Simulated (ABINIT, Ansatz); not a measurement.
# KCl (Sylvite): one start, several treatments of the self-energy, part 2 of 2

Aim: compare treatments of exchange, screening and correlation for the gap of KCl (Sylvite).

ABINIT 10.8.3; PBE and many-body steps on it, plane waves. Known limits of the many-body steps: not at the basis limit.

So far. Step 5 (G0W0, Hybertsen-Louie plasmon pole): Against G0W0 in ABINIT (4×4×4 mesh, 83 bands, screening to 141.5 eV, Godby-Needs plasmon pole), the gap moves by +0.264 eV. Step 6 (G0W0, Engel-Farid plasmon pole): Against G0W0 in ABINIT (4×4×4 mesh, 83 bands, screening to 141.5 eV, Godby-Needs plasmon pole), the gap moves by +0.099 eV.

## 7. One-shot COHSEX

This step: one-shot COHSEX on PBE, plane waves, norm-conserving pseudopotentials.

Input file run.abi:

```
acell 3*1.0 Angstrom
rprim 
  -0.000000000000 3.146470000000 3.146470000000
  3.146470000000 0.000000000000 3.146470000000
  3.146470000000 3.146470000000 -0.000000000000
ntypat 2
znucl 19 17
natom 2
typat 1 2
xred 
  0.000000000000 0.000000000000 0.000000000000
  0.500000000000 0.500000000000 0.500000000000
pp_dirpath "pseudos"
pseudos "K.upf, Cl.upf"
ecut 33
ngkpt 4 4 4
nshiftk 1
shiftk 0 0 0
kptopt 1
chksymbreak 0
istwfk *1
occopt 1
irdwfk 1
optdriver 4
nband 83
gwcalctyp 7
ecutsigx 33
symsigma 1
nkptgw 1
kptgw 
  0.0000000000 0.0000000000 0.0000000000
bdgw 
  6 12
ecuteps 5.2
irdscr 1
indata_prefix "in"
outdata_prefix "out"
tmpdata_prefix "tmp"
```

Run with:

```
$ OMP_NUM_THREADS=1 mpirun -n 4 abinit run.abi > log
```

The log of the run:

```text
.Version 10.8.3 of ABINIT. v10.8.2 released Aug 2026.

 Symmetries : space group Fm -3 m (#225); Bravais cF (face-center cubic)
[... echo of the input left out ...]
== DATASET  1 ==================================================================
-   mpi_nproc: 4, omp_nthreads: 1 (-1 if OMP is not activated)

--- !DatasetInfo
iteration_state: {dtset: 1, }
dimensions: {natom: 2, nkpt: 8, mband: 83, nsppol: 1, nspinor: 1, nspden: 1, mpw: 3839, }
cutoff_energies: {ecut:  33.0, pawecutdg:  -1.0, }
[...]
10   8.135  -8.956  -4.051  -4.088   1.000   0.000  -8.139   0.817   8.952
       11   8.135  -8.956  -4.051  -4.088   1.000   0.000  -8.139   0.817   8.952
       12   8.135  -8.956  -4.051  -4.088   1.000   0.000  -8.139   0.817   8.952

== END DATASET(S) ==============================================================
================================================================================

 -outvars: echo values of variables after computation  --------
           etotal      0.0000000000E+00
            nband          83
             nkpt           8
          spgroup         225
 [... the other variables as echoed above ...]

 Calculation completed.
```

Wall time 4 s (4 MPI ranks of Intel Xeon Platinum 8259CL at 2.50GHz (Skylake/Cascade Lake), shared host); peak memory 0.58 GiB.

This step gave:

```yaml
quasiparticle_gap_on_the_points_computed: 9.729 eV
starting_gap_on_the_mesh: 5.190 eV
k_of_the_valence_top: 0, 0, 0
k_of_the_conduction_bottom: 0, 0, 0
least_direct_quasiparticle_gap_on_the_computed_points: 9.729 eV
```

Against G0W0 in ABINIT (4×4×4 mesh, 83 bands, screening to 141.5 eV, Godby-Needs plasmon pole), the gap moves by +1.764 eV.

## 8. One-shot Hartree-Fock

This step: one-shot Hartree-Fock on PBE, plane waves, norm-conserving pseudopotentials.

Changes to run.abi since step 7:

```diff
@@ -24,4 +24,4 @@
 optdriver 4
-nband 83
-gwcalctyp 7
+nband 12
+gwcalctyp 5
 ecutsigx 33
@@ -33,4 +33,4 @@
   6 12
-ecuteps 5.2
-irdscr 1
+ixc_sigma 40
+fftgw 31
 indata_prefix "in"
```

The log of the run:

```text
.Version 10.8.3 of ABINIT. v10.8.2 released Aug 2026.

 Symmetries : space group Fm -3 m (#225); Bravais cF (face-center cubic)
[... echo of the input left out ...]
== DATASET  1 ==================================================================
-   mpi_nproc: 4, omp_nthreads: 1 (-1 if OMP is not activated)

--- !DatasetInfo
iteration_state: {dtset: 1, }
dimensions: {natom: 2, nkpt: 8, mband: 12, nsppol: 1, nspinor: 1, nspden: 1, mpw: 3839, }
cutoff_energies: {ecut:  33.0, pawecutdg:  -1.0, }
[...]
10   8.135  -8.956  -4.051   0.000   1.000   0.000  -4.051   4.905  13.041
       11   8.135  -8.956  -4.051   0.000   1.000   0.000  -4.051   4.905  13.041
       12   8.135  -8.956  -4.051   0.000   1.000   0.000  -4.051   4.905  13.041

== END DATASET(S) ==============================================================
================================================================================

 -outvars: echo values of variables after computation  --------
           etotal      0.0000000000E+00
            nband          12
             nkpt           8
          spgroup         225
 [... the other variables as echoed above ...]

 Calculation completed.
```

Elapsed: 3.5 s, on 4 MPI ranks; peak memory 0.55 GiB; 13 s of CPU time.

Numbers from this step:

```
quasiparticle gap on the points computed              : 13.42 eV
starting gap on the mesh                              : 5.190 eV
k of the valence top                                  : 0, 0, 0
k of the conduction bottom                            : 0, 0, 0
least direct quasiparticle gap on the computed points : 13.42 eV
```

Against G0W0 in ABINIT (4×4×4 mesh, 83 bands, screening to 141.5 eV, Godby-Needs plasmon pole), the gap moves by +5.451 eV.

## 9. Screening, 4×4×4 mesh, 83 bands, screening to 141.5 eV

This step: RPA screening on PBE, plane waves, norm-conserving pseudopotentials.

Changes to run.abi since step 8:

```diff
@@ -23,14 +23,14 @@
 irdwfk 1
-optdriver 4
-nband 12
-gwcalctyp 5
-ecutsigx 33
-symsigma 1
-nkptgw 1
-kptgw 
-  0.0000000000 0.0000000000 0.0000000000
-bdgw 
-  6 12
-ixc_sigma 40
-fftgw 31
+optdriver 3
+nband 83
+ecuteps 5.2
+inclvkb 2
+awtr 1
+symchi 1
+gwcalctyp 2
+nfreqre 16
+freqremax 40 eV
+nfreqim 8
+spmeth 1
+nomegasf 120
 indata_prefix "in"
```

The log of the run:

```text
.Version 10.8.3 of ABINIT. v10.8.2 released Aug 2026.

 Symmetries : space group Fm -3 m (#225); Bravais cF (face-center cubic)
[... echo of the input left out ...]
== DATASET  1 ==================================================================
-   mpi_nproc: 4, omp_nthreads: 1 (-1 if OMP is not activated)

--- !DatasetInfo
iteration_state: {dtset: 1, }
dimensions: {natom: 2, nkpt: 8, mband: 83, nsppol: 1, nspinor: 1, nspden: 1, mpw: 3839, }
cutoff_energies: {ecut:  33.0, pawecutdg:  -1.0, }
electrons: {nelect:   1.60000000E+01, charge:   0.00000000E+00, occopt:   1.00000000E+00, tsmear:   1.00000000E-02, }

 SCREENING: Calculation of the susceptibility and dielectric matrices

 Based on a program developped by R.W. Godby, V. Olevano, G. Onida, and L. Reining.
 Incorporated in ABINIT by V. Olevano, G.-M. Rignanese, and M. Torrent.
.Using double precision arithmetic ; gwpc =  8

[... cell and pseudopotentials left out ...]
--------------------------------------------------------------------------------

 ==== K-mesh for the wavefunctions ====
 Number of points in the irreducible wedge :     8
[... list of points left out ...]
 Together with 48 symmetry operations and time-reversal symmetry
 yields    64 points in the full Brillouin Zone.

 ==== Q-mesh for the screening function ====
 Number of points in the irreducible wedge :     8
[... list of points left out ...]
 Together with 48 symmetry operations and time-reversal symmetry
 yields    64 points in the full Brillouin Zone.

 setmesh: FFT mesh size selected  =    32x   32x   32
          total number of points  =        32768

 vcoul_init : cutoff-mode = AUXILIARY_FUNCTION
 q-points for optical limit:   1
     1)      0.000010    0.000020    0.000030

- screening: taking advantage of time-reversal symmetry
- Maximum band index for partially occupied states nbvw = 8
- Remaining bands to be divided among processors   nbcw = 75
- Number of bands treated by each node ~18

 Number of electrons calculated from density =   16.0000; Expected =   16.0000
 average of density, n =  0.038056
 r_s =    1.8443
 omega_plasma =   18.8177 [eV]

 calculating chi0 at frequencies [eV] :
  1    0.000000E+00    0.000000E+00
  2    2.666667E+00    0.000000E+00
  3    5.333333E+00    0.000000E+00
[...]
23    0.000000E+00    4.792545E+01
 24    0.000000E+00    6.747955E+01

--------------------------------------------------------------------------------
  q-point number  1        q = ( 0.000000, 0.000000, 0.000000) [r.l.u.]
--------------------------------------------------------------------------------
[... chi0 elements left out ...]
  [... further frequencies ...]

 No. of calculated frequencies >  15, stop printing
 For q-point:  0.000010 0.000020 0.000030
  dielectric constant =   2.1825
  dielectric constant without local fields =   2.5900

  Average fulfillment of the sum rule on Im[epsilon] for q-point    1 :     65.00  [%]
[... wings left out ...]
  q-point number  2        q = ( 0.250000, 0.000000, 0.000000) [r.l.u.]
--------------------------------------------------------------------------------
[... chi0 elements left out ...]
  [... further frequencies ...]

 No. of calculated frequencies >  15, stop printing
  Average fulfillment of the sum rule on Im[epsilon] for q-point    2 :     74.68  [%]

 [... 6 further q-points ...]
```

Elapsed: 57 s, on 4 MPI ranks; peak memory 1.2 GiB.

Numbers from this step:

| Property | Result |
| --- | --- |
| ε∞ with local fields, on this mesh, along the program's q direction | 2.183 |
| the same without local fields | 2.59 |
| plasma frequency | 18.82 eV |
| plane waves in the screening matrix | 259 |

## 10. G0W0, contour deformation

This step: G0W0 on PBE, plane waves, norm-conserving pseudopotentials.

Changes to run.abi since step 9:

```diff
@@ -23,14 +23,14 @@
 irdwfk 1
-optdriver 3
+optdriver 4
 nband 83
+gwcalctyp 2
+ecutsigx 33
+symsigma 1
+nkptgw 1
+kptgw 
+  0.0000000000 0.0000000000 0.0000000000
+bdgw 
+  6 12
 ecuteps 5.2
-inclvkb 2
-awtr 1
-symchi 1
-gwcalctyp 2
-nfreqre 16
-freqremax 40 eV
-nfreqim 8
-spmeth 1
-nomegasf 120
+irdscr 1
 indata_prefix "in"
```

The log of the run:

```text
.Version 10.8.3 of ABINIT. v10.8.2 released Aug 2026.

 Symmetries : space group Fm -3 m (#225); Bravais cF (face-center cubic)
[... echo of the input left out ...]
== DATASET  1 ==================================================================
-   mpi_nproc: 4, omp_nthreads: 1 (-1 if OMP is not activated)

--- !DatasetInfo
iteration_state: {dtset: 1, }
dimensions: {natom: 2, nkpt: 8, mband: 83, nsppol: 1, nspinor: 1, nspden: 1, mpw: 3839, }
cutoff_energies: {ecut:  33.0, pawecutdg:  -1.0, }
[...]
7  -0.231 -14.148 -18.664   2.095   0.798  -0.253 -16.079  -1.932  -2.163
[...]
12   8.135  -8.956  -4.051  -2.809   0.862  -0.160  -7.150   1.806   9.942
       12   0.000   0.000   0.000  -0.002   0.000   0.000  -0.001  -0.001  -0.001

== END DATASET(S) ==============================================================
================================================================================

 -outvars: echo values of variables after computation  --------
           etotal      0.0000000000E+00
            nband          83
             nkpt           8
          spgroup         225
 [... the other variables as echoed above ...]

 Calculation completed.
```

The job ended after 8.2 s (4 MPI ranks; peak memory 1 GiB; 32 s of CPU time).

This step gave:

```
G0W0 gap on the points computed              : 7.918 eV
starting gap on the mesh                     : 5.190 eV
k of the valence top                         : 0, 0, 0
k of the conduction bottom                   : 0, 0, 0
least direct G0W0 gap on the computed points : 7.918 eV
```

Against G0W0 in ABINIT (4×4×4 mesh, 83 bands, screening to 141.5 eV, Godby-Needs plasmon pole), the gap moves by −0.047 eV.

## 11. The runs together

Times are wall times on 4 MPI ranks of Intel Xeon Platinum 8259CL at 2.50GHz (Skylake/Cascade Lake), shared host, good to a factor of about two. A run's time includes the screening step that it read.

```
                               run   mesh  bands  screening cutoff (eV)  DFT gap (eV)  gap on the mesh (eV)  direct (eV)  ε∞ used   time
    G0W0, Godby-Needs plasmon pole  4×4×4     83                  141.5         5.190                 7.965        7.965     2.18   41 s
G0W0, Hybertsen-Louie plasmon pole  4×4×4     83                  141.5         5.190                 8.229        8.229     2.18   41 s
    G0W0, Engel-Farid plasmon pole  4×4×4     83                  141.5         5.190                 8.064        8.064     2.18   38 s
                   one-shot COHSEX  4×4×4     83                  141.5         5.190                 9.729        9.729     2.18   35 s
             one-shot Hartree-Fock  4×4×4      -                      -         5.190                13.416       13.416        -  3.5 s
         G0W0, contour deformation  4×4×4     83                  141.5         5.190                 7.918        7.918     2.18   66 s
```

## 12. Outcome

| Property | Result |
| --- | --- |
| G0W0, Godby-Needs plasmon pole | 7.965 eV |
| G0W0, Hybertsen-Louie plasmon pole | 8.229 eV |
| G0W0, Engel-Farid plasmon pole | 8.064 eV |
| one-shot COHSEX | 9.729 eV |
| one-shot Hartree-Fock | 13.416 eV |
| G0W0, contour deformation | 7.918 eV |
| known limits | not at the basis limit |

**Reading.** G0W0, Hybertsen-Louie plasmon pole: +0.264 eV against G0W0, Godby-Needs plasmon pole. G0W0, Engel-Farid plasmon pole: +0.099 eV against G0W0, Godby-Needs plasmon pole. One-shot COHSEX: +1.764 eV against G0W0, Godby-Needs plasmon pole. One-shot Hartree-Fock: +5.451 eV against G0W0, Godby-Needs plasmon pole. G0W0, contour deformation: −0.047 eV against G0W0, Godby-Needs plasmon pole. Bare exchange alone opens the gap to 13.42 eV; against G0W0, correlation takes back 5.45 eV. Static COHSEX lies above G0W0: it lacks the factor Z and overstates the Coulomb hole of the filled states. Bands and cutoff are finite, so the gap is not at the basis limit. The miss can reach some tenths of an eV and take either sign; the mesh is an error of its own. In the first G0W0 run levels were corrected at 1 k point alone, so a gap called «on the mesh» is the least over those, and an edge elsewhere would be missed.

[Paths, hosts, dates, memory and timing lines, banners, echoed tables and standing remarks are left out of the program output.]

[Logs are printed without paths, hosts, clocks, repeated set-up lines and the standing remarks that a program may print on its own settings, such as how far it seeks lower states.]

[Runs of the session that timed out or met a known fault of the program may be left out.]

[No measured gap is set beside runs whose start may be inverted or whose files or cutoffs have a known fault.]

[Hosts, paths, dates, database ids (printed as entryN), source tags and the programs' standing remarks are cut or masked in the printed files.]

[G0W0 gaps are taken among the corrected bands and points alone; a level outside them can change the order at an edge.]

[Where Ansatz stands beside ABINIT at settings called matched, ABINIT's density can come from a denser mesh and the files from another edition; pairs whose starting gaps differed by over 0.03 eV were left out, so agreement reads better than it is.]
